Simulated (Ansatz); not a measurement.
**(InAs)2(CdS)2 [001] superlattice, started as zinc blende: phonons and vibrational spectra**

Wanted: phonon frequencies of (InAs)2(CdS)2 [001] superlattice, started as zinc blende and what follows from them.

Main program and level: Ansatz 0.2.0; DFT PBEsol, scalar-relativistic, plane waves, PAW.

Most raw output is cut from this account.

The structure was built from a prototype and need not be the compound's stable phase.

### Step 1. Starting point

The structure is orthorhombic, space group Pmm2 (No. 25). The conventional cell has a = 4.200 Å, b = 4.200 Å, c = 11.880 Å, α = 90.00°, β = 90.00°, γ = 90.00°. Nearest to As lie 4 In at 2.57 Å. As has 2 In at 2.57 Å and 2 Cd at 2.57 Å nearest. Cd has 2 As at 2.57 Å and 2 S at 2.57 Å nearest. Nearest to Cd lie 4 S at 2.57 Å. In has 2 As at 2.57 Å and 2 S at 2.57 Å nearest. Nearest to In lie 4 As at 2.57 Å. Farther neighbours and most contacts between anions are not listed.

### Step 2. Coarse relaxation

The start is far from rest, so a relaxation with loose tolerances brings it close first.

Input file input.yaml:

```yaml
crystal:
  lattice:
    - [2.97, 2.97, 0.0]
    - [-2.97, 2.97, 0.0]
    - [0.0, 0.0, 11.88]
  atoms:
    - { symbol: As, position: [0.5, 1.0, 0.125] }
    - { symbol: As, position: [0.0, 0.5, 0.375] }
    - { symbol: Cd, position: [0.0, 0.0, 0.5] }
    - { symbol: Cd, position: [0.5, 0.5, 0.75] }
    - { symbol: In, position: [0.0, 0.0, 0.0] }
    - { symbol: In, position: [0.5, 0.5, 0.25] }
    - { symbol: S, position: [0.5, 1.0, 0.625] }
    - { symbol: S, position: [0.0, 0.5, 0.875] }
kpoints:
  mp_grid: { grid: [6, 6, 2] }
hamiltonian:
  xc: pbesol
scf:
  occupations: { method: gaussian, width: 0.1 }
output:
  forces: true
  stress: true
  eigenvalues: true
relax:
  adjacent_minimum: "off"
  f_tol: 0.05
  max_steps: 80
  cell: { stress_tol: 0.5 }
```

Run with:

```
$ ansatz run input.yaml --threads 8 --pin off --max-ram 14336MiB --backend cpu --events-out ev --progress --plain --runs-dir out
```

Wall time 22 s (8 threads of Intel Xeon Platinum 8488C (Sapphire Rapids), shared host); peak memory 1.1 GiB.

Relaxation path:

| step | energy less that of the first step (eV) | largest force component (eV/Å) | pressure (GPa) | volume (Å³) |
| --- | --- | --- | --- | --- |
| 1 | 0.0000 | 0.6973 | 1.07 | 209.58 |
| 2 | -0.0982 | 0.2783 | -0.41 | 214.42 |
| 3 | -0.1200 | 0.0570 | -0.16 | 213.45 |
| 4 | -0.1207 | 0.0513 | 0.05 | 212.62 |
| 5 | -0.1209 | 0.0048 | -0.01 | 212.84 |
| 6* | -0.1215 | 0.0048 | -0.01 | 212.84 |

Relaxation steps marked * repeat the geometry before them on a plane-wave basis chosen anew for their cell, so energy and pressure can jump there.

The run keeps the 4 symmetry operations that it works with, so distortions that break them were not tested.

| conventional cell, symmetrised | before | after | change |
| --- | --- | --- | --- |
| a (Å) | 4.200 | 4.259 | +1.4 % |
| b (Å) | 4.200 | 4.272 | +1.7 % |
| c (Å) | 11.880 | 11.698 | -1.5 % |
| volume (Å³/atom) | 26.20 | 26.61 | +1.6 % |

The atoms that moved most (Å, as changes of fractional coordinates times the final cell):

| atom | dx | dy | dz | length |
| --- | --- | --- | --- | --- |
| S7 | 0.000 | 0.000 | 0.090 | 0.090 |
| Cd4 | 0.000 | 0.000 | -0.083 | 0.083 |
| As2 | 0.000 | 0.000 | 0.073 | 0.073 |
| S8 | 0.000 | 0.000 | -0.070 | 0.070 |
| In5 | 0.000 | 0.000 | -0.067 | 0.067 |
| As1 | 0.000 | 0.000 | -0.067 | 0.067 |
| In6 | 0.000 | 0.000 | 0.064 | 0.064 |
| Cd3 | 0.000 | 0.000 | 0.059 | 0.059 |

This step gave:

```
pressure          : -0.008380 GPa
volume per atom   : 26.61 Å³
gap on the k-mesh : 0 eV
```

In this step the volume went from 26.20 to 26.61 Å³/atom.

### Step 3. Relaxation

Harmonic phonons are second derivatives at a point where the forces vanish, and they are wanted at zero stress, so atoms and cell are relaxed first.

Input file input.yaml:

```yaml
crystal:
  lattice:
    - [3.0113816493, 3.0113816493, 0.0]
    - [-3.0210343979, 3.0210343979, 0.0]
    - [0.0, 0.0, 11.6979563429]
  atoms:
    - { symbol: As, position: [0.5, 1.0, 0.1192810786] }
    - { symbol: As, position: [0.0, 0.5, 0.3812468351] }
    - { symbol: Cd, position: [0.0, 0.0, 0.5050846874] }
    - { symbol: Cd, position: [0.5, 0.5, 0.7429236924] }
    - { symbol: In, position: [0.0, 0.0, -0.0057224724] }
    - { symbol: In, position: [0.5, 0.5, 0.255438613] }
    - { symbol: S, position: [0.5, 1.0, 0.6327348591] }
    - { symbol: S, position: [0.0, 0.5, 0.8690127066] }
kpoints:
  mp_grid: { grid: [8, 8, 4] }
hamiltonian:
  xc: pbesol
scf:
  occupations: { method: gaussian, width: 0.1 }
output:
  forces: true
  stress: true
  eigenvalues: true
  write_density: true
  write_potential: true
  elf: true
  volumetric_format: npy
relax:
  adjacent_minimum: "off"
  f_tol: 0.005
  max_steps: 80
  cell: { stress_tol: 0.05 }
```

It took 33 s on 8 threads; peak memory 1.4 GiB; 4.2 min of CPU time.

The steps of the relaxation:

| step | energy less that of the first step (eV) | largest force component (eV/Å) | pressure (GPa) | volume (Å³) |
| --- | --- | --- | --- | --- |
| 1 | 0.0000 | 0.0215 | -0.04 | 212.84 |
| 2 | -0.0002 | 0.0063 | 0.01 | 212.66 |
| 3 | -0.0002 | 0.0012 | 0.00 | 212.70 |
| 4* | -0.0002 | 0.0012 | 0.00 | 212.70 |

Relaxation steps marked * repeat the geometry before them on a plane-wave basis chosen anew for their cell, so energy and pressure can jump there.

The run keeps the 4 symmetry operations that it works with, so distortions that break them were not tested.

| conventional cell, symmetrised | before | after | change |
| --- | --- | --- | --- |
| a (Å) | 4.259 | 4.253 | -0.1 % |
| b (Å) | 4.272 | 4.276 | +0.1 % |
| c (Å) | 11.698 | 11.695 | -0.0 % |
| volume (Å³/atom) | 26.61 | 26.59 | -0.1 % |

Final coordinates:

```cif
data_structure
_symmetry_space_group_name_H-M 'P 1'
_symmetry_Int_Tables_number 1
_cell_length_a 4.2529
_cell_length_b 4.2763
_cell_length_c 11.6954
_cell_angle_alpha 90.000
_cell_angle_beta 90.000
_cell_angle_gamma 90.000
_cell_volume 212.70
loop_
_atom_site_label
_atom_site_type_symbol
_atom_site_fract_x
_atom_site_fract_y
_atom_site_fract_z
_atom_site_occupancy
As1 As 0.50000 0.00000 0.11942 1
As2 As 0.00000 0.50000 0.38148 1
Cd3 Cd 0.00000 0.00000 0.50475 1
Cd4 Cd 0.50000 0.50000 0.74276 1
In5 In 0.00000 0.00000 0.99422 1
In6 In 0.50000 0.50000 0.25544 1
S7 S 0.50000 0.00000 0.63284 1
S8 S 0.00000 0.50000 0.86908 1
```

This step gave:

```yaml
pressure: 2.70e-4 GPa
volume_per_atom: 26.59 Å³
```

Valence density in the ac plane at fractional y = 0.000, with atoms of As and Cd and In and S within 0.2 Å of it. It is the smooth field of the valence electrons, not physical close to the nuclei.

Ten steps, logarithmic in the rise over the least value, from '0' (0 e/Å³) to '9' (22 e/Å³), each cell a mean:
```
77421000001357
44210000000134
11000000000001
00000000000000
00000000000000
00000000000000
00001122210000
00012333331100
00113321332100
22122333332112
76422222222256
99631111111479
87521000001368
43210000000123
10000000000001
00000000000000
00000000000000
00000000000000
00000111110000
00011345421000
00113699842100
11123689842111
54322344322234
87521111112367
```
Columns run along a (4.3 Å), rows up along c (11.7 Å). Atoms in or near the plane, at fractional coordinates: As at (0.50, 0.12), Cd at (0.00, 0.50), In at (0.00, 0.99), S at (0.50, 0.63).

ELF in the ac plane at fractional y = 0.000, with atoms of As and Cd and In and S within 0.2 Å of it. It is the smooth field of the valence electrons, not physical close to the nuclei.

Values, 24 rows by 14 columns, each cell a mean:
```
0.02 0.07 0.22 0.25 0.28 0.35 0.35 0.33 0.35 0.33 0.25 0.26 0.16 0.04
0.21 0.24 0.25 0.22 0.20 0.16 0.11 0.10 0.13 0.18 0.21 0.23 0.25 0.23
0.16 0.16 0.15 0.12 0.08 0.04 0.02 0.02 0.03 0.05 0.10 0.14 0.15 0.16
0.08 0.07 0.05 0.04 0.02 0.02 0.02 0.02 0.02 0.02 0.03 0.04 0.06 0.07
0.02 0.02 0.02 0.02 0.03 0.06 0.09 0.10 0.08 0.05 0.03 0.02 0.02 0.02
0.01 0.01 0.03 0.09 0.20 0.34 0.42 0.45 0.40 0.29 0.16 0.06 0.02 0.01
0.01 0.04 0.15 0.36 0.57 0.71 0.77 0.78 0.75 0.67 0.50 0.28 0.09 0.03
0.04 0.11 0.35 0.63 0.78 0.79 0.68 0.61 0.73 0.80 0.74 0.55 0.23 0.07
0.10 0.15 0.38 0.71 0.84 0.70 0.22 0.06 0.38 0.81 0.82 0.61 0.26 0.12
0.22 0.19 0.20 0.49 0.81 0.85 0.65 0.52 0.73 0.87 0.72 0.36 0.18 0.20
0.52 0.44 0.28 0.21 0.45 0.75 0.83 0.84 0.82 0.67 0.33 0.20 0.35 0.48
0.86 0.69 0.45 0.25 0.17 0.30 0.44 0.49 0.40 0.23 0.17 0.31 0.54 0.76
0.67 0.56 0.40 0.25 0.17 0.11 0.10 0.10 0.10 0.13 0.19 0.30 0.46 0.61
0.31 0.29 0.24 0.20 0.15 0.07 0.03 0.02 0.04 0.10 0.17 0.21 0.25 0.30
0.18 0.18 0.16 0.13 0.08 0.04 0.02 0.01 0.02 0.05 0.10 0.14 0.17 0.18
0.10 0.09 0.07 0.05 0.03 0.02 0.02 0.02 0.02 0.02 0.04 0.06 0.08 0.10
0.03 0.03 0.03 0.03 0.03 0.04 0.05 0.06 0.05 0.04 0.03 0.03 0.03 0.03
0.01 0.02 0.03 0.06 0.12 0.21 0.28 0.30 0.26 0.17 0.09 0.04 0.02 0.01
0.01 0.03 0.09 0.23 0.41 0.55 0.62 0.63 0.60 0.51 0.35 0.17 0.06 0.02
0.04 0.09 0.26 0.47 0.59 0.63 0.60 0.57 0.61 0.62 0.55 0.40 0.18 0.07
0.16 0.23 0.44 0.60 0.63 0.48 0.26 0.23 0.31 0.57 0.63 0.57 0.35 0.19
0.23 0.26 0.43 0.65 0.68 0.51 0.27 0.23 0.33 0.61 0.69 0.59 0.34 0.24
0.19 0.22 0.25 0.42 0.67 0.68 0.60 0.56 0.63 0.70 0.60 0.33 0.24 0.21
0.01 0.05 0.19 0.26 0.43 0.62 0.62 0.60 0.62 0.58 0.35 0.24 0.13 0.03
```
Columns run along a (4.3 Å), rows up along c (11.7 Å). Atoms in or near the plane, at fractional coordinates: As at (0.50, 0.12), Cd at (0.00, 0.50), In at (0.00, 0.99), S at (0.50, 0.63).

Electrostatic potential energy in the ac plane at fractional y = 0.000, with atoms of As and Cd and In and S within 0.2 Å of it. With pseudopotentials it is smooth inside the atoms' cores, unlike the true potential.

Ten even steps from '0' (-32 eV) to '9' (12 eV), each cell a mean:
```
00158999997400
23578999998742
88899999999988
99999999999999
99999999999999
99999999999999
99999887899999
99997411258999
99986012027999
77887311148887
33578866788643
02368999998531
23478999998632
56789999999875
99999999999999
99999999999999
99999999999999
99999999999999
99999888899999
99997556568999
99985699956899
78885699856887
12577655567642
00158888887400
```
Columns run along a (4.3 Å; values clipped at the 3rd and 97th percentile), rows up along c (11.7 Å). Atoms in or near the plane, at fractional coordinates: As at (0.50, 0.12), Cd at (0.00, 0.50), In at (0.00, 0.99), S at (0.50, 0.63).

In this step the volume went from 26.61 to 26.59 Å³/atom.

### Step 4. Relaxing to small forces for the phonons

Phonons need a cell at rest on their own settings, so the relaxation is repeated with tight tolerances on forces and stress on the k mesh and occupations of the first response run.

Input file input.yaml:

```yaml
crystal:
  lattice:
    - [3.0072868143, 3.0072868143, 0.0]
    - [-3.0238072356, 3.0238072356, 0.0]
    - [0.0, 0.0, 11.6954271882]
  atoms:
    - { symbol: As, position: [0.5, 1.0, 0.119423833] }
    - { symbol: As, position: [0.0, 0.5, 0.3814834643] }
    - { symbol: Cd, position: [0.0, 0.0, 0.5047482106] }
    - { symbol: Cd, position: [0.5, 0.5, 0.7427562607] }
    - { symbol: In, position: [0.0, 0.0, -0.0057829399] }
    - { symbol: In, position: [0.5, 0.5, 0.2554433555] }
    - { symbol: S, position: [0.5, 1.0, 0.6328436047] }
    - { symbol: S, position: [0.0, 0.5, 0.8690842108] }
kpoints:
  mp_grid: { grid: [8, 8, 4] }
hamiltonian:
  xc: pbesol
scf:
  occupations: { method: methfessel_paxton, width: 0.2 }
output:
  forces: true
  stress: true
  eigenvalues: true
relax:
  adjacent_minimum: "off"
  f_tol: 0.001
  max_steps: 60
  cell: { stress_tol: 0.01 }
```

The job ended after 34 s (8 threads; peak memory 1.4 GiB).

Little changed from the start: no atom moved by 0.005 Å and no cell edge by 0.1 %.

This step gave:

```
pressure : -4.34e-5 GPa
```

The largest force component left is 0.24 meV/Å and the pressure is 0.000 GPa, within the tolerances set. The cell now holds 26.59 Å³/atom.

### Step 5. Modes at Γ

The zone centre is the only wavevector solved here; it holds the modes that light can see, as far as symmetry allows. No field response is asked, since the mesh shows no gap.

Input file input.yaml:

```yaml
crystal:
  lattice:
    - [3.0074955737, 3.0074955737, 0.0]
    - [-3.023789034, 3.023789034, 0.0]
    - [0.0, 0.0, 11.6948803634]
  atoms:
    - { symbol: As, position: [0.5, 1.0, 0.1194293633] }
    - { symbol: As, position: [0.0, 0.5, 0.3814825429] }
    - { symbol: Cd, position: [0.0, 0.0, 0.5047416288] }
    - { symbol: Cd, position: [0.5, 0.5, 0.7427390543] }
    - { symbol: In, position: [0.0, 0.0, -0.0057765801] }
    - { symbol: In, position: [0.5, 0.5, 0.2554635137] }
    - { symbol: S, position: [0.5, 1.0, 0.6328404392] }
    - { symbol: S, position: [0.0, 0.5, 0.8690800378] }
kpoints:
  mp_grid: { grid: [8, 8, 4] }
hamiltonian:
  xc: pbesol
scf:
  occupations: { method: methfessel_paxton, width: 0.2 }
output:
  eigenvalues: true
phonons:
  method: dfpt
```

Wall time 4.4 min (8 threads); peak memory 4.6 GiB; 33 min of CPU time.

This step gave:

- sum-rule residual before enforcement: 1.14e-4 eV/Å²
- point group: mm2
- highest optical mode at the zone centre (no LO-TO term): 286.1 cm⁻¹
- lowest optical zone-centre mode: 37.93 cm⁻¹

Patterns of degenerate modes are one choice out of their space. The modes at Γ (shares of kinetic energy by element, %):

| mode | frequency (cm⁻¹) | symmetry | As % | Cd % | In % | S % |
| --- | --- | --- | --- | --- | --- | --- |
| 1 | 0.0 | acoustic | 22 | 34 | 34 | 10 |
| 2 | 0.0 | acoustic | 22 | 34 | 34 | 10 |
| 3 | 0.0 | acoustic | 22 | 34 | 34 | 10 |
| 4 | 37.9 | B2 | 32 | 31 | 37 | 0 |
| 5 | 44.1 | B1 | 7 | 71 | 13 | 10 |
| 6 | 44.8 | B2 | 13 | 32 | 46 | 9 |
| 7 | 45.3 | B1 | 20 | 36 | 38 | 5 |
| 8 | 49.8 | B1 | 22 | 32 | 42 | 3 |
| 9 | 53.0 | B2 | 1 | 51 | 36 | 13 |
| 10 | 94.3 | A1 | 15 | 55 | 23 | 7 |
| 11 | 96.7 | A1 | 17 | 43 | 33 | 7 |
| 12 | 147.3 | A1 | 4 | 47 | 47 | 1 |
| 13 | 189.7 | B2 | 62 | 0 | 33 | 5 |
| 14 | 200.4 | B1 | 3 | 15 | 3 | 78 |
| 15 | 202.8 | A1 | 71 | 8 | 12 | 9 |
| 16 | 211.3 | A1 | 56 | 1 | 31 | 11 |
| 17 | 212.4 | B2 | 64 | 35 | 0 | 1 |
| 18 | 225.8 | B1 | 37 | 5 | 20 | 37 |
| 19 | 230.3 | B2 | 6 | 2 | 13 | 79 |
| 20 | 233.5 | B1 | 29 | 6 | 14 | 51 |
| 21 | 236.5 | B1 | 60 | 1 | 35 | 5 |
| 22 | 242.0 | A1 | 13 | 10 | 8 | 68 |
| 23 | 271.9 | A1 | 1 | 2 | 10 | 88 |
| 24 | 286.1 | B2 | 0 | 16 | 0 | 84 |

Displacements in mode 4 (37.9 cm⁻¹), the largest set to 1:
```
As1  0.85 -0.85  0.00
As2 -0.78  0.78  0.00
Cd3 -0.91  0.91  0.00
Cd4 -0.16  0.16  0.00
In5  0.03 -0.03  0.00
In6  1.00 -1.00  0.00
S7  -0.15  0.15  0.00
S8   0.05 -0.05  0.00
```

Displacements in mode 6 (44.8 cm⁻¹), the largest set to 1:
```
As1  0.43 -0.43  0.00
As2  0.64 -0.64  0.00
Cd3  0.73 -0.73  0.00
Cd4 -0.69  0.69  0.00
In5 -1.00  1.00  0.00
In6  0.65 -0.65  0.00
S7  -0.59  0.59  0.00
S8  -0.79  0.79  0.00
```

Before it was imposed, the acoustic sum rule was missed by 1.1e-4 eV/Å². Small misses are needed for a sound result but don't prove that mesh and cutoff are converged. The lowest optical mode is real, 37.9 cm⁻¹.

### Step 6. Isotope substitution, element Cd, natural mass 112.414 amu

An isotope changes the mass and not the force constants, so no new electronic calculation is needed; the shifts show which modes move this element.

The same force constants with the mass of Cd changed from 112.414 to 115.905 u (phonopy, no LO-TO term). Both lists are sorted by frequency; levels can cross, so a row need not hold one and the same mode. Modes under 3 cm⁻¹ are left out. Isotope shifts, by row:

| q | rank | natural mass (cm⁻¹) | changed mass (cm⁻¹) |
| --- | --- | --- | --- |
| 0 0 0 | 4 | 37.93 | 37.75 |
| 0 0 0 | 5 | 44.11 | 43.63 |
| 0 0 0 | 6 | 44.82 | 44.59 |
| 0 0 0 | 7 | 45.26 | 45 |
| 0 0 0 | 8 | 49.78 | 49.55 |
| 0 0 0 | 9 | 53.04 | 52.64 |
| 0 0 0 | 10 | 94.33 | 93.54 |
| 0 0 0 | 11 | 96.71 | 96.07 |
| 0 0 0 | 12 | 147.3 | 146.2 |
| 0 0 0 | 13 | 189.7 | 189.7 |
| 0 0 0 | 14 | 200.4 | 199.9 |
| 0 0 0 | 15 | 202.8 | 202.5 |
| 0 0 0 | 16 | 211.3 | 211.2 |
| 0 0 0 | 17 | 212.4 | 211.3 |
| 0 0 0 | 18 | 225.8 | 225.6 |
| 0 0 0 | 19 | 230.3 | 230.3 |
| 0 0 0 | 20 | 233.5 | 233.3 |
| 0 0 0 | 21 | 236.5 | 236.5 |
| 0 0 0 | 22 | 242 | 241.6 |
| 0 0 0 | 23 | 271.9 | 271.9 |
| 0 0 0 | 24 | 286.1 | 285.4 |

A mode of this element alone would shift by -1.52 %. The highest zone-centre frequency without the field goes from 286.1 to 285.4 cm⁻¹ (-0.2 %). The product of the frequency ratios over all optical modes at Γ is 0.927; the product rule, (m/m′)^(3k/2) (M′/M)^(3/2) with k = 2 such atoms and M the mass of the cell, gives 0.927.

### Step 7. Another isotope, element In, natural mass 114.818 amu

The same for In, from 114.82 to 112.90 u.

The same force constants with the mass of In changed from 114.818 to 112.904 u (phonopy, no LO-TO term). Both lists are sorted by frequency; levels can cross, so a row need not hold one and the same mode. Modes under 3 cm⁻¹ are left out. Isotope shifts, by row:

| q | rank | natural mass (cm⁻¹) | changed mass (cm⁻¹) |
| --- | --- | --- | --- |
| 0 0 0 | 4 | 37.93 | 38.05 |
| 0 0 0 | 5 | 44.11 | 44.16 |
| 0 0 0 | 6 | 44.82 | 44.99 |
| 0 0 0 | 7 | 45.26 | 45.4 |
| 0 0 0 | 8 | 49.78 | 49.96 |
| 0 0 0 | 9 | 53.04 | 53.2 |
| 0 0 0 | 10 | 94.33 | 94.52 |
| 0 0 0 | 11 | 96.71 | 96.98 |
| 0 0 0 | 12 | 147.3 | 147.8 |
| 0 0 0 | 13 | 189.7 | 190.2 |
| 0 0 0 | 14 | 200.4 | 200.4 |
| 0 0 0 | 15 | 202.8 | 203 |
| 0 0 0 | 16 | 211.3 | 211.8 |
| 0 0 0 | 17 | 212.4 | 212.4 |
| 0 0 0 | 18 | 225.8 | 226.1 |
| 0 0 0 | 19 | 230.3 | 230.6 |
| 0 0 0 | 20 | 233.5 | 233.8 |
| 0 0 0 | 21 | 236.5 | 237.2 |
| 0 0 0 | 22 | 242 | 242.2 |
| 0 0 0 | 23 | 271.9 | 272.2 |
| 0 0 0 | 24 | 286.1 | 286.1 |

A mode of this element alone would shift by +0.84 %. The highest zone-centre frequency without the field goes from 286.1 to 286.1 cm⁻¹ (+0.0 %). The product of the frequency ratios over all optical modes at Γ is 1.043; the product rule, (m/m′)^(3k/2) (M′/M)^(3/2) with k = 2 such atoms and M the mass of the cell, gives 1.043.

### Step 8. Another isotope, element S, natural mass 32.06 amu

The same for S, from 32.06 to 33.97 u.

The same force constants with the mass of S changed from 32.060 to 33.968 u (phonopy, no LO-TO term). Both lists are sorted by frequency; levels can cross, so a row need not hold one and the same mode. Modes under 3 cm⁻¹ are left out. Isotope shifts, by row:

| q | rank | natural mass (cm⁻¹) | changed mass (cm⁻¹) |
| --- | --- | --- | --- |
| 0 0 0 | 4 | 37.93 | 37.93 |
| 0 0 0 | 5 | 44.11 | 43.99 |
| 0 0 0 | 6 | 44.82 | 44.7 |
| 0 0 0 | 7 | 45.26 | 45.19 |
| 0 0 0 | 8 | 49.78 | 49.74 |
| 0 0 0 | 9 | 53.04 | 52.84 |
| 0 0 0 | 10 | 94.33 | 94.14 |
| 0 0 0 | 11 | 96.71 | 96.51 |
| 0 0 0 | 12 | 147.3 | 147.2 |
| 0 0 0 | 13 | 189.7 | 189.4 |
| 0 0 0 | 14 | 200.4 | 195.9 |
| 0 0 0 | 15 | 202.8 | 202.2 |
| 0 0 0 | 16 | 211.3 | 210.5 |
| 0 0 0 | 17 | 212.4 | 212.4 |
| 0 0 0 | 18 | 225.8 | 222.4 |
| 0 0 0 | 19 | 230.3 | 225.2 |
| 0 0 0 | 20 | 233.5 | 230.8 |
| 0 0 0 | 21 | 236.5 | 236.3 |
| 0 0 0 | 22 | 242 | 237.4 |
| 0 0 0 | 23 | 271.9 | 265.2 |
| 0 0 0 | 24 | 286.1 | 279.3 |

A mode of this element alone would shift by -2.85 %. The highest zone-centre frequency without the field goes from 286.1 to 279.3 cm⁻¹ (-2.4 %). The product of the frequency ratios over all optical modes at Γ is 0.848; the product rule, (m/m′)^(3k/2) (M′/M)^(3/2) with k = 2 such atoms and M the mass of the cell, gives 0.848.

### Step 9. Summary of results

| Quantity | Value |
| --- | --- |
| space group after relaxation (within 0.01 Å) | Pmm2 |
| volume per atom | 26.6 Å³ |
| electronic character | no gap on this mesh |
| highest optical mode at the zone centre (no LO-TO term) | 286 cm⁻¹ |
| lowest optical zone-centre mode | 37.9 cm⁻¹ |
| imaginary modes at Γ (the only wavevector solved) | none |

**Reading.** The structure is stable against zone-centre distortions, since no mode there is imaginary; other wavevectors were not solved, so zone-boundary instabilities are untested. The optical modes at Γ span 38 to 286 cm⁻¹. No dispersion was computed. The highest mode in this list at Γ, 286.1 cm⁻¹, is mostly motion of S (84 % of the kinetic energy). With no gap, or one that is small against the smearing, the frequencies hang on the k mesh and the smearing, most of all near Kohn anomalies. A semilocal functional can close a gap that the real compound would have, so the metallic treatment may be an artefact of the level. The starting cell was built on a prototype and not taken from a measurement, so the phase need not exist. These are harmonic frequencies at zero temperature: anharmonic shifts, linewidths and thermal expansion are left out.

[Logs are printed without paths, hosts, clocks, repeated set-up lines and the standing remarks that a program may print on its own settings, such as how far it seeks lower states.]

[Hosts, paths, dates, database ids (printed as entryN), source tags and the programs' standing remarks are cut or masked in the printed files.]
